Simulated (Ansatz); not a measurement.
## Tc of SiNi (Pnma) from its phonons

Aim: the phonon-mediated transition temperature of SiNi (Pnma) at ambient pressure, over a range of μ*. The cell shown first is a relaxed one, from steps not shown here.

Method: DFT PBE, scalar-relativistic, plane waves, PAW; PAW set soft_1, in Ansatz 0.2.0.

Most raw output is cut from this account.

**1. The cell after earlier relaxation steps**

It takes space group Pnma (No. 62, orthorhombic). The conventional cell has a = 5.204 Å, b = 3.337 Å, c = 5.630 Å, α = 90.00°, β = 90.00°, γ = 90.00°. Nearest to Si lie 6 Ni at 2.29 to 2.41 Å. Ni has 6 Si at 2.29 to 2.41 Å nearest. Farther neighbours are not listed.

**2. Electron–phonon run: q 2×2×2, k 4×6×4, scattering 8×12×8**

The run that gives the couplings also evaluates McMillan's and Allen and Dynes's formulas and, where asked, the Eliashberg equations, over a range of μ*.

input.yaml

```yaml
crystal:
  lattice:
    - [5.2042518778, 0.0, 0.0]
    - [0.0, 3.3368927217, 0.0]
    - [0.0, 0.0, 5.629833266]
  atoms:
    - { symbol: Si, position: [0.3204822934, 0.75, 0.0820574713] }
    - { symbol: Si, position: [0.1795177066, 0.25, 0.5820574713] }
    - { symbol: Si, position: [0.8204822934, 0.75, 0.4179425287] }
    - { symbol: Si, position: [0.6795177066, 0.25, 0.9179425287] }
    - { symbol: Ni, position: [0.0077509071, 0.25, 0.188254958] }
    - { symbol: Ni, position: [0.4922490929, 0.75, 0.688254958] }
    - { symbol: Ni, position: [0.5077509071, 0.25, 0.311745042] }
    - { symbol: Ni, position: [0.9922490929, 0.75, 0.811745042] }
kpoints:
  mp_grid: { grid: [4, 6, 4] }
hamiltonian:
  xc: pbe
  pseudopotentials: { kind: paw, azcp: { folder: soft_1 } }
scf:
  occupations: { method: methfessel_paxton, width: 0.2 }
output:
  eigenvalues: true
phonons:
  method: dfpt
  qmesh: [2, 2, 2]
  temperatures: { t_max: 1000, t_step: 50 }
  qpath:
    path:
      - [[0.0, 0.0, 0.0], [0.5, 0.0, 0.0], [0.5, 0.5, 0.0], [0.0, 0.5, 0.0], [0.0, 0.0, 0.0], [0.0, 0.0, 0.5], [0.5, 0.0, 0.5], [0.5, 0.5, 0.5], [0.0, 0.5, 0.5], [0.0, 0.0, 0.5]]
      - [[0.5, 0.0, 0.0], [0.5, 0.0, 0.5]]
    npoints: 6
  electrical_resistivity:
    mesh: [8, 12, 8]
    temperatures: [20.0, 50.0, 80.0, 100.0, 150.0, 200.0, 273.0, 300.0, 400.0, 500.0, 600.0, 800.0]
  superconductivity: { mesh: [8, 12, 8] }
```

Command:

```bash
> ansatz run input.yaml --threads 16 --pin off --max-ram 92160MiB --backend cuda --events-out ev --progress --plain --runs-dir out --max-vram 78GiB
```

The job ended after 72 s (1 × NVIDIA GB200 with 16 threads of Arm Neoverse V2, shared host; peak memory 3 GiB).

This run has no spin polarisation, although Ni can carry a moment.

Numbers from this step:

| Property | Result |
| --- | --- |
| volume per atom | 12.22 Å³/atom |
| metallic on mesh | yes |
| gap on the k-mesh | 0 eV |
| zero-point energy | 0.3760 eV/cell |
| share of imaginary modes in the plain interpolation between solved wavevectors | 0 |
| highest frequency, solved or plainly interpolated | 399.2 cm⁻¹ |
| Debye temperature (second moment) | 498 K |
| resistivity at 300 K | 9.595 μΩ cm, mean of the axes |
| coupling constant λ | 0.2213 |
| density of states at the Fermi level | 1.069 states/eV a spin and cell |
| log mean phonon energy ħω_log | 24.01 meV |
| transport coupling constant λ_tr | 0.2795, 0.2726, 0.2144 (xx, yy, zz) |
| Drude plasma energy | 5.749, 5.536, 4.61 eV (xx, yy, zz) |
| resistivity times mean free path | 10.59, 12.37, 15.69 × 10⁻¹⁶ Ω m² (xx, yy, zz) |
| second-moment phonon energy ħω₂ | 28.46 meV |

An empty cell: under 1 mK by a formula, or no transition down to the floor of the Eliashberg search. Transition temperatures:

```csv
μ*,McMillan Tc (K),Allen–Dynes Tc (K)
0.08,0.0136,0.0137
0.1,0.00173,0.00174
0.12,-,-
0.13,-,-
0.14,-,-
0.16,-,-
0.2,-,-
```

**3. Electron–phonon run: q 2×3×2, k 6×9×6, scattering 8×12×8**

The next rung changes the q mesh, which sets the reach of the force constants and couplings; the k mesh of the density and its response; the phonon self-energy between the q points, now taken in.

Edit input.yaml of step 2 so:

```diff
@@ -15,3 +15,3 @@
 kpoints:
-  mp_grid: { grid: [4, 6, 4] }
+  mp_grid: { grid: [6, 9, 6] }
 hamiltonian:
@@ -25,3 +25,3 @@
   method: dfpt
-  qmesh: [2, 2, 2]
+  qmesh: [2, 3, 2]
   temperatures: { t_max: 1000, t_step: 50 }
```

Elapsed: 2.2 min, on 1 × NVIDIA GB200 with 16 threads; peak memory 6.7 GiB; 17 min of CPU time.

Numbers from this step:

```
zero-point energy                                 : 0.3727 eV/cell
highest frequency, solved or plainly interpolated : 396.2 cm⁻¹
Debye temperature (second moment)                 : 495 K
resistivity at 300 K                              : 10.31 μΩ cm, mean of the axes
coupling constant λ                               : 0.236
density of states at the Fermi level              : 1.065 states/eV a spin and cell
log mean phonon energy ħω_log                     : 21.96 meV
transport coupling constant λ_tr                  : 0.2971, 0.3043, 0.229 (xx, yy, zz)
Drude plasma energy                               : 5.76, 5.531, 4.595 eV (xx, yy, zz)
resistivity times mean free path                  : 10.59, 12.38, 15.8 × 10⁻¹⁶ Ω m² (xx, yy, zz)
second-moment phonon energy ħω₂                   : 27.12 meV
```

An empty cell: under 1 mK by a formula, or no transition down to the floor of the Eliashberg search. Transition temperatures:

```csv
μ*,McMillan Tc (K),Allen–Dynes Tc (K),anisotropic Fermi-surface Tc (K),anisotropic full bandwidth Tc (K),anisotropic narrow window Tc (K)
0.08,0.0287,0.0289,0.103,0.103,0.103
0.1,0.00533,0.00537,-,-,-
0.12,-,-,-,-,-
0.13,-,-,-,-,-
0.14,-,-,-,-,-
0.16,-,-,-,-,-
0.2,-,-,-,-,-
```

For the log mean phonon energy ħω_log, step 2 gave 24.0 meV; this run, with k-mesh 6×9×6 and q mesh 2×3×2, gives 22.0 meV (-9 %).

**4. Resistivity: q 3×4×2, k 6×12×6, scattering 12×16×12**

The next rung changes the q mesh, which sets the reach of the force constants and couplings; the k mesh of the density and its response; the scattering mesh, which samples the Fermi surface.

Edit input.yaml of step 3 so:

```diff
@@ -15,3 +15,3 @@
 kpoints:
-  mp_grid: { grid: [6, 9, 6] }
+  mp_grid: { grid: [6, 12, 6] }
 hamiltonian:
@@ -25,3 +25,3 @@
   method: dfpt
-  qmesh: [2, 3, 2]
+  qmesh: [3, 4, 2]
   temperatures: { t_max: 1000, t_step: 50 }
@@ -33,4 +33,4 @@
   electrical_resistivity:
-    mesh: [8, 12, 8]
+    mesh: [12, 16, 12]
     temperatures: [20.0, 50.0, 80.0, 100.0, 150.0, 200.0, 273.0, 300.0, 400.0, 500.0, 600.0, 800.0]
-  superconductivity: { mesh: [8, 12, 8] }
+  superconductivity: { mesh: [12, 16, 12] }
```

Wall time 6.2 min (1 × NVIDIA GB200 with 16 threads); peak memory 10 GiB.

Numbers from this step:

| Property | Result |
| --- | --- |
| zero-point energy | 0.3726 eV/cell |
| highest frequency, solved or plainly interpolated | 401.8 cm⁻¹ |
| resistivity at 300 K | 10.47 μΩ cm, mean of the axes |
| coupling constant λ | 0.24 |
| density of states at the Fermi level | 1.107 states/eV a spin and cell |
| log mean phonon energy ħω_log | 22.13 meV |
| transport coupling constant λ_tr | 0.2957, 0.3071, 0.2343 (xx, yy, zz) |
| Drude plasma energy | 5.738, 5.41, 4.678 eV (xx, yy, zz) |
| resistivity times mean free path | 10.28, 12.68, 15.17 × 10⁻¹⁶ Ω m² (xx, yy, zz) |
| second-moment phonon energy ħω₂ | 27.37 meV |

An empty cell: under 1 mK by a formula, or no transition down to the floor of the Eliashberg search. Transition temperatures:

```csv
μ*,McMillan Tc (K),Allen–Dynes Tc (K),anisotropic Fermi-surface Tc (K),anisotropic full bandwidth Tc (K),anisotropic narrow window Tc (K)
0.08,0.0354,0.0357,0.106,0.106,0.106
0.1,0.00716,0.00721,-,-,-
0.12,-,-,-,-,-
0.13,-,-,-,-,-
0.14,-,-,-,-,-
0.16,-,-,-,-,-
0.2,-,-,-,-,-
```

The Eliashberg function α²F has structure finer than the step of the table below, so its rows give means over 2 meV, whole bins alone (the curve runs from 0.193 to 49.3 meV). Peaks (meV: height): α²F 16.8: 0.159, 21.9: 0.147, 25.3: 0.125, 35.8: 0.083, 47.0: 0.191; α²F tr 16.8: 0.245, 21.9: 0.176, 25.3: 0.148, 27.7: 0.132, 36.6: 0.0797, 46.2: 0.173.

The Eliashberg function α²F by phonon energy; means over each step:

```csv
phonon energy (meV),α²F,α²F tr
2,2.5e-4,6.3e-5
4,0.00179,7.3e-4
6,0.00458,0.00294
8,0.00899,0.00754
10,0.0167,0.0166
12,0.0306,0.0376
14,0.0538,0.0770
16,0.104,0.160
18,0.0946,0.136
20,0.0965,0.118
22,0.134,0.158
24,0.0929,0.101
26,0.113,0.138
28,0.0732,0.0875
30,0.00632,0.00746
32,0.0297,0.0316
34,0.0523,0.0524
36,0.0769,0.0732
38,0.0299,0.0296
40,0.0472,0.0438
42,0.0589,0.0540
44,0.0763,0.0650
46,0.155,0.134
48,0.129,0.105
```

The Eliashberg function α²F has structure finer than the step of the table below, so its rows give means over 2 meV, whole bins alone (the curve runs from 0.193 to 49.3 meV). Peaks (meV: height): α²F 16.8: 0.159, 21.9: 0.147, 25.3: 0.125, 35.8: 0.083, 47.0: 0.191; Si 16.8: 0.0378, 36.6: 0.0661, 47.0: 0.167; Ni 16.8: 0.121, 21.9: 0.123, 25.3: 0.110, 27.7: 0.0932, 35.0: 0.0182, 46.6: 0.0304.

The Eliashberg function α²F by phonon energy; means over each step:

```csv
phonon energy (meV),α²F,Si,Ni
2,2.5e-4,6.6e-5,1.7e-4
4,0.00179,5.7e-4,0.00122
6,0.00458,0.00146,0.00312
8,0.00899,0.00285,0.00616
10,0.0167,0.00517,0.0115
12,0.0306,0.00901,0.0216
14,0.0538,0.0145,0.0393
16,0.104,0.0252,0.0787
18,0.0946,0.0224,0.0721
20,0.0965,0.0180,0.0785
22,0.134,0.0219,0.112
24,0.0929,0.0145,0.0784
26,0.113,0.0138,0.0994
28,0.0732,0.00919,0.0640
30,0.00632,0.00127,0.00505
32,0.0297,0.0236,0.00607
34,0.0523,0.0397,0.0126
36,0.0769,0.0605,0.0165
38,0.0299,0.0246,0.00530
40,0.0472,0.0387,0.00853
42,0.0589,0.0471,0.0117
44,0.0763,0.0620,0.0144
46,0.155,0.130,0.0244
48,0.129,0.111,0.0182
```

**5. Outcome**

- meshes: q 3×4×2, k 6×12×6, scattering 12×16×12
- coupling constant λ: 0.24
- log mean phonon energy ħω_log: 22.1 meV
- Allen–Dynes Tc at μ* = 0.1: 0.00721 K

What this shows: In the last run (PBE, q 3×4×2, k 6×12×6, scattering 12×16×12), with λ = 0.24 and ħω_log = 22.1 meV, Tc at μ* = 0.13 is under 1 mK by the formulas. In that run Allen and Dynes's formula gives no transition above 0.05 K at μ* = 0.10 or more. By the run's own test λ is not converged in the fine mesh: it moves by 2 % between the two finest, and by up to 14 % in the other runs. The run's transport test calls it not converged in the mesh; ρ(300 K) moves by 7 % in the component that moves most. The runs are not spin-polarised; where the real material orders magnetically, these values do not describe it. Over the runs, λ takes the values 0.221, 0.236 and 0.24, in the order shown. μ* is a typed number, phonons are harmonic, and spin fluctuations are left out; with λ this near or under μ*(1 + 0.62 λ), the formulas give Tc only to its order of magnitude, or none.

[Logs are printed without paths, hosts, clocks, repeated set-up lines and the standing remarks that a program may print on its own settings, such as how far it seeks lower states.]

[Hosts, paths, dates, database ids (printed as entryN), source tags and the programs' standing remarks are cut or masked in the printed files.]
